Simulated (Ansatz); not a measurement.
# Glassy CaAl2Si2O8 (117 atoms): where an added charge goes: runs compared

Does an extra electron or hole in glassy CaAl2Si2O8 (117 atoms) stay spread out, or do the atoms trap it?

Computed with Ansatz 0.2.0: Kohn-Sham DFT, PBE, PAW (set soft_2), plane waves.

## Step 1: The cell as built

The cell holds 117 atoms: 18 Al, 9 Ca, 72 O and 18 Si. Its edges and angles: a = 11.536 Å, b = 11.536 Å, c = 11.536 Å, α = 90.0°, β = 90.0°, γ = 90.0°. 117 atoms (18 Al, 9 Ca, 72 O, 18 Si) placed at random at 2.71 g/cm³, melted at 4500 K for 20 ps at fixed volume with the Morse and Coulomb pair potential with partial charges (Pedone, Malavasi, Menziani, Cormack and Segre, J. Phys. Chem. B 110, 11780 (2006)). Quenched from 4500 K to 300 K at 20 K/ps and fixed volume, held 5 ps. The starting density is a measured one.

Limits known from the start: The quench rate of 20 K/ps is many orders above laboratory rates, so the cell is likely richer in defects and strain than a real sample. The starting topology of bonds comes from the classical model, and needn't be the one that DFT or experiment would give. The Brillouin zone is sampled at Γ only, in a cell whose shortest periodic width is 12 Å.

## Step 2: The reference run

The reference is a single point at the end of the relaxation.

The charged cells start from the geometry of this run, on a uniform background, with spin and a narrow Fermi–Dirac smearing.

Its input, with most atom lines left out:

```yaml
crystal:
  lattice:
    - [11.5363, 0.0, 0.0]
    - [0.0, 11.5363, 0.0]
    - [0.0, 0.0, 11.5363]
  atoms:
    - { symbol: Al, position: [0.34067, 0.98667, 0.9504] }
    - { symbol: Al, position: [0.83623, 0.96812, 0.06694] }
    - { symbol: Al, position: [0.61063, 0.85217, 0.41027] }
    - { symbol: Al, position: [0.3129, 0.23054, 0.30244] }
    - { symbol: Al, position: [0.96927, 0.51473, 0.30134] }
    - { symbol: Al, position: [0.81747, 0.98544, 0.49847] }
    - { symbol: Al, position: [0.8826, 0.6679, 0.90186] }
    [... atom lines 8 to 117 left out ...]
kpoints:
  mp_grid: { grid: [1, 1, 1] }
hamiltonian:
  xc: pbe
scf:
  occupations: { method: fixed }
output:
  forces: true
  stress: true
  populations: true
  dos:
    method: { smearing: { sigma: 0.1 } }
    de: 0.1
    projected: { site_lists: { Al: [Al], Ca: [Ca], O: [O], Si: [Si] } }
  eigenvalues: true
  write_density: true
  write_potential: true
  volumetric_format: npy
```

| Quantity | Value |
| --- | --- |
| free energy per atom | -670.7801 eV/atom |
| r.m.s. force component | 0.00806 eV/Å |
| pressure | 1.004 GPa |

Filled and empty levels are parted by 3.86 eV (at Γ alone); a semilocal functional tends to put such gaps too low. In a disordered cell it changes from sample to sample, and tail or defect levels can set it.

## Step 3: The runs

Each row is one run, on 4 threads of Arm Neoverse V2, shared host. The free energy is the program's total, comparable only between runs with the same functional, potentials and atoms; between charge states it hangs on the program's zero of potential.

```csv
run,atoms,outcome,"ionic steps, all passes",free energy (eV),time,host memory (GiB)
Single point at the start,117,converged,-,-78472.457,15 s,1.9
Relaxation,117,converged,43,-78481.274,9 min,1.9
Single point at the relaxed geometry,117,converged,-,-78481.274,28 s,2.1
"An extra electron, atoms held",117,converged,-,-78473.241,90 s,3.6
"An extra electron, atoms relaxed",117,converged,3,-78473.250,2 min,3.5
"An extra electron, levels at the relaxed geometry",117,converged,-,-78473.250,92 s,3.6
Neutral at the geometry of the electron,117,converged,-,-78481.266,27 s,2.1
"An extra hole, atoms held",117,converged,-,-78485.210,2.2 min,3.6
"An extra hole, atoms relaxed",117,converged,16,-78485.464,10 min,3.6
"An extra hole, levels at the relaxed geometry",117,converged,-,-78485.464,93 s,3.6
Neutral at the geometry of the hole,117,converged,-,-78480.311,28 s,2.1
```

In some runs the program notes that starting moments were not kept.

The surroundings of O68, which holds the most spin of the extra hole after relaxation, nearest first, numbered as they follow in the input and with coordinates relative to it.

```csv
atom,x,y,z,distance (Å),Löwdin charge (e),moment (μB)
O68,0.00,0.00,0.00,0.00,-0.74,0.37
Al6,0.71,1.45,0.87,1.83,1.35,0.00
Al3,-1.89,-0.18,-0.13,1.90,1.34,0.00
O77,-1.45,0.98,-1.49,2.30,-0.65,0.30
Ca27,1.70,-1.03,-1.21,2.33,1.82,0.00
O52,-2.17,0.24,1.57,2.69,-0.88,0.01
O92,1.43,0.54,2.31,2.77,-0.80,0.02
O78,1.97,2.11,-0.21,2.89,-0.84,0.01
O55,-0.49,2.61,1.35,2.98,-0.82,0.00
O57,-2.26,-1.93,-0.28,2.98,-0.84,0.00
```

## Step 4: Energies and spread of the extra charge

Energies are differences within one cell and functional; the shift is the gain plus the neutral cell's energy at the new geometry, that is how much cheaper the vertical process becomes there. The spread is the participation number of the site moments (1/Σw², over the spin inside atomic spheres), with the atom that holds the largest share and the spin that the spheres hold in all.

```csv
carrier,"charged less neutral, atoms held (eV)",gain on relaxing (eV),"neutral cell at that geometry, less the reference (eV)",shift of the vertical energy (eV),"spread, atoms held","spread, relaxed"
electron,8.033,0.010,0.008,0.018,-,-
hole,-3.935,0.254,0.963,1.218,19; O30 12 % of 0.79 μB,3; O68 45 % of 0.83 μB
```

## Step 5: What came out

The extra electron gains 0.0096 eV as the atoms relax: so small a gain shows no trapping at this level. The cell with the electron keeps a moment of only 0.00 μB where one unpaired electron should give 1 μB: the carrier is shared between both spins, which can hide trapping. The extra hole gains 0.25 eV as the atoms relax, and its spin goes from about 19 to 3 atoms: the atoms trap it, with the largest share on O68. The O68–O77 distance goes from 2.64 to 2.30 Å. Adding the two vertical energies gives 4.10 eV, against a gap of 3.86 eV in the neutral cell. The zero of the potential cancels in this sum; the excess isn't taken apart here: charging of a small cell, filling of bands on a coarse mesh and the attraction to the background can all enter.

**Limits.** Single energies of charged cells hang on the program's zero of potential. In the spin-polarised runs the search for a state of lower energy was switched off. No distortion was seeded, so a trapped state behind a barrier can't be found. Local and semilocal functionals favour spread-out charges, so trapping can be missed. Charged cells carry a uniform background, with no correction for images.

The DFT runs together took 30 min of wall time.

[Logs are printed without paths, hosts, clocks, repeated set-up lines and the standing remarks that a program may print on its own settings, such as how far it seeks lower states.]

[Hosts, paths, dates, database ids (printed as entryN), source tags and the programs' standing remarks are cut or masked in the printed files.]
